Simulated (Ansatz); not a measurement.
# What CdAgCl3 (model cell, started as cubic perovskite with Cd in the octahedra) distorts into, part 2 of 3

Aim: this structure of CdAgCl3 (model cell, started as cubic perovskite with Cd in the octahedra) is to be tested for unstable modes, and one is followed downhill.

Ansatz 0.2.0; DFT PBEsol, scalar-relativistic, plane waves, PAW.

So far, highest frequency on the path or at a solved wavevector (cm⁻¹): step 2 (the dispersion) 336. Also lowest frequency on the path (cm⁻¹): step 2 -126.

The structure was built from a prototype and need not be the compound's stable phase.

## (6) Relaxation from the frozen mode

Starting from the lowest point found, all atoms and the cell are let go, so that strain and other modes of the same symmetry can join in.

Contents of input.yaml:

```yaml
crystal:
  lattice:
    - [5.0585249677, 5.0585249677, 0.0]
    - [5.0585249677, 0.0, 5.0585249677]
    - [5.0585249677, 0.0, -5.0585249677]
  atoms:
    - { symbol: Ag, position: [0.0, 0.0, 0.0] }
    - { symbol: Ag, position: [0.0, 0.5, 0.5] }
    - { symbol: Cd, position: [0.5, 0.25, 0.75] }
    - { symbol: Cd, position: [0.5, 0.75, 0.25] }
    - { symbol: Cl, position: [0.416128897, 0.0, 0.0] }
    - { symbol: Cl, position: [0.583871103, 0.5, 0.5] }
    - { symbol: Cl, position: [0.0, 0.583871103, 0.0] }
    - { symbol: Cl, position: [0.0, -0.083871103, 0.5] }
    - { symbol: Cl, position: [0.416128897, 0.083871103, 0.5] }
    - { symbol: Cl, position: [0.583871103, 0.416128897, 1.0] }
kpoints:
  mp_grid: { grid: [6, 6, 6] }
hamiltonian:
  xc: pbesol
scf:
  occupations: { method: fixed }
output:
  forces: true
  stress: true
  eigenvalues: true
relax:
  adjacent_minimum: "off"
  f_tol: 0.002
  max_steps: 120
  cell: { stress_tol: 0.03 }
```

On the command line:

```console
> ansatz run input.yaml --threads 8 --pin off --max-ram 14336MiB --backend cpu --events-out ev --progress --plain --runs-dir out
```

Numbers of over 12 decimals in the logs are rounded to 6 here.

The log of the run:

```text
[...]
Crystal: 10 atoms, lattice volume = 258.882 Å³
Basis set: ecut = 420 eV, 5029 PW (Γ), exchange–correlation on 96×96×96 points (8 copies of the dense FFT grid, shifted against one another)
Bands: 72, of which v1, the nominal top of the filled ones, is band 60 counted from 1 (59 counted from 0)
Symmetry: 12 space group operations
[...]
k-points: 32 of 216
[...]
SCF iter   1: F=—  HF=-37783.612411 eV  |F-HF|=—  |Δ(HF+E_count)|=         —  Δρ=5.59e-3  dr2=9.98e-2  ethr=1.77e-3  ⟨swp⟩=5.0  Hψ=7379  notcnv=0  defer=307
[...]
SCF iter   8: F=-37783.582047 eV  HF=-37783.582047 eV  |F-HF|=3.06e-9  |Δ(HF+E_count)|=   1.05e-7  Δρ=1.60e-6  dr2=6.84e-9  ethr=8.33e-11  ⟨swp⟩=12.9  Hψ=11468  notcnv=0
SCF 1 converged in 8 iterations: F = -37783.582047 eV  dr2 = 6.84e-9
[...]
relax step   1: F+E_penalty+E_count = -37783.58204665 eV  Δ(F+E_penalty+E_count) = +0.000e0 eV  max|allowed force component| = 4.806e-1 eV/Å  Δτ_max = 0.0000 Å  P = -2.910 GPa  Ω = 258.882 Å³  (8 SCF iters, dr2 threshold 1.00e-7 eV, accepted)
Crystal: 10 atoms, lattice volume = 242.158 Å³
Basis set: ecut = 420 eV, 4705 PW (Γ), exchange–correlation on 96×96×96 points (8 copies of the dense FFT grid, shifted against one another)
[...]
iter 1 solved again at ethr=1.42e-4 eV; its pass at ethr=3.10e-3 eV (dr2=1.71e-1 eV) is discarded
[...]
SCF iter   7: F=-37784.650206 eV  HF=-37784.650206 eV  |F-HF|=1.48e-7  |Δ(HF+E_count)|=   3.80e-7  Δρ=1.09e-5  dr2=2.29e-7  ethr=8.33e-10  ⟨swp⟩=12.3  Hψ=11520  notcnv=0
SCF 2 converged in 7 iterations: F = -37784.650206 eV  dr2 = 2.29e-7
relax step   2: F+E_penalty+E_count = -37784.65020618 eV  Δ(F+E_penalty+E_count) = -1.068e0 eV  max|allowed force component| = 4.462e-1 eV/Å  Δτ_max = 0.1949 Å  P = -1.821 GPa  Ω = 242.158 Å³  energy of the carried Pulay correction = +1.902e-3 eV  (7 SCF iters, dr2 threshold 1.00e-6 eV, accepted)
Crystal: 10 atoms, lattice volume = 230.340 Å³
Basis set: ecut = 420 eV, 4477 PW (Γ), exchange–correlation on 96×96×96 points (8 copies of the dense FFT grid, shifted against one another)
[...]
SCF iter   7: F=-37785.171064 eV  HF=-37785.171064 eV  |F-HF|=1.19e-7  |Δ(HF+E_count)|=   1.91e-7  Δρ=7.72e-6  dr2=1.51e-7  ethr=8.33e-10  ⟨swp⟩=12.3  Hψ=11477  notcnv=0
SCF 3 converged in 7 iterations: F = -37785.171064 eV  dr2 = 1.51e-7
relax step   3: F+E_penalty+E_count = -37785.17106421 eV  Δ(F+E_penalty+E_count) = -5.209e-1 eV  max|allowed force component| = 7.633e-2 eV/Å  Δτ_max = 0.1961 Å  P = +0.562 GPa  Ω = 230.340 Å³  energy of the carried Pulay correction = +3.325e-3 eV  (7 SCF iters, dr2 threshold 1.00e-6 eV, accepted)
[...]
relax step   4: F+E_penalty+E_count = -37785.18015535 eV  Δ(F+E_penalty+E_count) = -9.091e-3 eV  max|allowed force component| = 9.217e-3 eV/Å  Δτ_max = 0.0206 Å  P = -0.039 GPa  Ω = 232.821 Å³  energy of the carried Pulay correction = +3.020e-3 eV  (5 SCF iters, dr2 threshold 1.00e-6 eV, accepted)
[...]
relax step   5: F+E_penalty+E_count = -37785.18104503 eV  Δ(F+E_penalty+E_count) = -8.897e-4 eV  max|allowed force component| = 3.958e-4 eV/Å  Δτ_max = 0.0018 Å  P = -0.001 GPa  Ω = 233.177 Å³  energy of the carried Pulay correction = +2.977e-3 eV  (6 SCF iters, dr2 threshold 3.48e-8 eV, accepted)
[...]
SCF iter   7: F=-37785.177792 eV  HF=-37785.177792 eV  |F-HF|=0.00e0  |Δ(HF+E_count)|=  3.64e-11  Δρ=3.81e-8  dr2=6.34e-12  ethr=1.00e-12  ⟨swp⟩=13.0  Hψ=11682  notcnv=0
SCF 6 converged in 7 iterations: F = -37785.177792 eV  dr2 = 6.34e-12
relax step   6: F+E_penalty+E_count = -37785.17779242 eV  Δ(F+E_penalty+E_count) = +3.253e-3 eV  max|allowed force component| = 3.955e-4 eV/Å  Δτ_max = 0.0000 Å  P = +0.000 GPa  Ω = 233.177 Å³  stress off target by 1.11e-3 GPa  SCF on the basis re-selected at this cell (its energy is not comparable with the rows above)  (7 SCF iters)
basis re-selected at this cell: Δ(F+E_penalty+E_count) = +3.253e-3 eV, ΔP = +0.001 GPa vs the last step (what re-selecting the basis moved, of the pressure what is left beyond the Pulay correction that the steps carried, after the strain that the cell walked since its last selection, with what the two solves' SCF thresholds leave and, on support functions, any second-order correction that the steps lacked; it is no m [...]
SCF converged after 7 iterations
Free energy (F): -37785.177792 eV
[...]
Internal energy: -37785.177792 eV  (E = F + TS)
E sigma→0 (E₀):  -37785.177792 eV
Fermi energy:    5.693202 eV
[...]
--- Forces (eV/Å), atoms counted from 1 ---
  atom   1  Ag     0.00000000    -0.00000000     0.00000000
  atom   2  Ag    -0.00000000     0.00000000    -0.00000000
  atom   3  Cd    -0.00000000    -0.00000000     0.00000000
  atom   4  Cd     0.00000000    -0.00000000     0.00000000
  atom   5  Cl     0.00039553     0.00039553     0.00000000
  atom   6  Cl    -0.00039553    -0.00039553    -0.00000000
  atom   7  Cl    -0.00039553    -0.00000000    -0.00039553
  atom   8  Cl     0.00039553     0.00000000     0.00039553
  atom   9  Cl    -0.00000000     0.00039553    -0.00039553
  atom  10  Cl     0.00000000    -0.00039553     0.00039553
  max |Σ_I F_I| component: 9.87e-18 eV/Å
--- Stress (GPa, compression-positive) ---
        0.000220      -0.000444      -0.000444
       -0.000444       0.000220       0.000444
       -0.000444       0.000444       0.000220
  P = ⅓ Tr σ = 0.0002 GPa (0.002 kbar)
--- Band table (eV; the first three rows and the last of 32) ---
  k-point 0: bands = [... 56 lower, 5.3916, 5.3916, 5.6932, 5.6932, 7.3352, 10.0934, 10.2255, 11.5937, ... 8 higher]
  k-point 1: bands = [... 56 lower, 5.4340, 5.4340, 5.6773, 5.6773, 7.6964, 10.0720, 10.2338, 11.3793, ... 8 higher]
  k-point 2: bands = [... 56 lower, 5.4895, 5.4895, 5.6300, 5.6300, 8.4417, 9.8332, 10.3776, 11.0458, ... 8 higher]
  k-point 31: bands = [... 56 lower, 5.2115, 5.2115, 5.4394, 5.4394, 9.5358, 9.5358, 10.6056, 10.6056, ... 8 higher]
--- Relaxed structure (5 steps of the walk, 5 accepted, 1 SCFs on fresh bases) ---
  F+E_penalty+E_count = -37785.17779242 eV   max|allowed force component| = 3.955e-4 eV/Å   (the final SCF, on the basis selected at the relaxed cell)
  cell:  # Å, volume = 233.1775 Å³
    - [4.800875, 4.800875, 1.3877787807814457e-17]
    - [4.800875, 0.0, 4.800875]
    - [4.972579, -0.171704, -4.972579]
  atoms:
    - { symbol: Ag, position: [0, 0, -5.486891098265926e-19] }
    - { symbol: Ag, position: [9.215718466126788e-19, 0.500000, 0.500000] }
    - { symbol: Cd, position: [0.5, 0.250000, 0.75] }
    - { symbol: Cd, position: [0.5, 0.750000, 0.250000] }
    - { symbol: Cl, position: [0.364602, 2.9928380174574224e-18, -2.793049964166243e-18] }
    - { symbol: Cl, position: [0.635398, 0.500000, 0.500000] }
    - { symbol: Cl, position: [-1.734723475976807e-18, 0.635398, 0.0] }
    - { symbol: Cl, position: [3.469446951953614e-18, -0.135398, 0.500000] }
    - { symbol: Cl, position: [0.364602, 0.135398, 0.500000] }
    - { symbol: Cl, position: [0.635398, 0.364602, 1.000000] }
```

Wall time 23 s (8 threads of Arm Neoverse V2, shared host); peak memory 1.3 GiB; 2.9 min of CPU time.

Step by step:

```csv
step,energy less that of the first step (eV),largest force component (eV/Å),pressure (GPa),volume (Å³)
1,0.0000,0.4806,-2.91,258.88
2,-1.0682,0.4462,-1.82,242.16
3,-1.5890,0.0763,0.56,230.34
4,-1.5981,0.0092,-0.04,232.82
5,-1.5990,0.0004,0.00,233.18
6*,-1.5957,0.0004,0.00,233.18
```

Relaxation steps marked * repeat the geometry before them on a plane-wave basis chosen anew for their cell, so energy and pressure can jump there.

Forces are held to the 12 operations that the run works with; a distortion that breaks them can't arise in this run.

```csv
"conventional cell, symmetrised",before,after,change
a (Å),7.154,6.789,-5.1 %
b (Å),7.154,6.789,-5.1 %
c (Å),17.523,17.523,-0.0 %
volume (Å³/atom),25.89,23.32,-9.9 %
```

The atoms that moved most (Å, as changes of fractional coordinates times the final cell):

```csv
atom,dx,dy,dz,length
Cl9,0.000,-0.247,0.247,0.350
Cl8,-0.247,0.000,-0.247,0.350
Cl5,-0.247,-0.247,0.000,0.350
Cl10,0.000,0.247,-0.247,0.350
Cl6,0.247,0.247,0.000,0.350
Cl7,0.247,0.000,0.247,0.350
```

This step gave:

* pressure: 2.20e-4 GPa
* gap on the k-mesh: 1.642 eV
* volume per atom: 23.32 Å³

The distorted start has space group R-3c; the relaxation ends in R-3c.

## (7) The new phase in its own primitive cell

The relaxed structure is symmetrised, reduced to its primitive cell and relaxed tightly, as its phonons need.

Contents of input.yaml:

```yaml
crystal:
  lattice:
    - [3.3947310334, 1.959948876, 5.8409731435]
    - [-3.3947310334, 1.959948876, 5.8409731435]
    - [0.0, -3.919897752, 5.8409731435]
  atoms:
    - { symbol: Ag, position: [0.75, 0.75, 0.75] }
    - { symbol: Ag, position: [0.25, 0.25, 0.25] }
    - { symbol: Cd, position: [0.5, 0.5, 0.5] }
    - { symbol: Cd, position: [0.0, 0.0, 0.0] }
    - { symbol: Cl, position: [0.1146021993, 0.75, 0.3853978007] }
    - { symbol: Cl, position: [0.8853978007, 0.25, 0.6146021993] }
    - { symbol: Cl, position: [0.3853978007, 0.1146021993, 0.75] }
    - { symbol: Cl, position: [0.6146021993, 0.8853978007, 0.25] }
    - { symbol: Cl, position: [0.25, 0.6146021993, 0.8853978007] }
    - { symbol: Cl, position: [0.75, 0.3853978007, 0.1146021993] }
kpoints:
  mp_grid: { grid: [6, 6, 6] }
hamiltonian:
  xc: pbesol
scf:
  occupations: { method: fixed }
output:
  forces: true
  stress: true
  eigenvalues: true
relax:
  adjacent_minimum: "off"
  f_tol: 0.001
  max_steps: 60
  cell: { stress_tol: 0.01 }
```

The log of the run:

```text
[...]
Crystal: 10 atoms, lattice volume = 233.177 Å³
Basis set: ecut = 420 eV, 4549 PW (Γ), exchange–correlation on 96×96×96 points (8 copies of the dense FFT grid, shifted against one another)
Bands: 72, of which v1, the nominal top of the filled ones, is band 60 counted from 1 (59 counted from 0)
Symmetry: 12 space group operations
[...]
k-points: 32 of 216
[...]
- { symbol: Ag, position: [0.25, 0.25, 0.25] }
    - { symbol: Cd, position: [0.5, 0.5, 0.5] }
    - { symbol: Cd, position: [0.0, 0.0, 0.0] }
    - { symbol: Cl, position: [0.114602, 0.75, 0.385398] }
    - { symbol: Cl, position: [0.8853978007, 0.25, 0.614602] }
    - { symbol: Cl, position: [0.385398, 0.114602, 0.75] }
    - { symbol: Cl, position: [0.614602, 0.885398, 0.250000] }
    - { symbol: Cl, position: [0.25, 0.614602, 0.8853978007] }
    - { symbol: Cl, position: [0.75, 0.385398, 0.114602] }
[key lines of the parts left out:]
SCF converged after 6 iterations
Free energy (F): -37785.177792 eV
Fermi energy:    5.693201 eV
P = ⅓ Tr σ = 0.0002 GPa (0.002 kbar)
```

The job ended after 7.4 s (8 threads; peak memory 1.2 GiB; 56 s of CPU time).

Little changed from the start: no atom moved by 0.005 Å and no cell edge by 0.1 %.

This step gave:

```yaml
pressure: 2.21e-4 GPa
direct_gap_on_mesh: 1.642 eV
```

The largest force component left is 0.56 meV/Å and the pressure is 0.000 GPa, within the tolerances set. The cell now holds 23.32 Å³/atom.

(Continued in part 3 of 3.)

[Logs are printed without paths, hosts, clocks, repeated set-up lines and the standing remarks that a program may print on its own settings, such as how far it seeks lower states.]

[Hosts, paths, dates, database ids (printed as entryN), source tags and the programs' standing remarks are cut or masked in the printed files.]
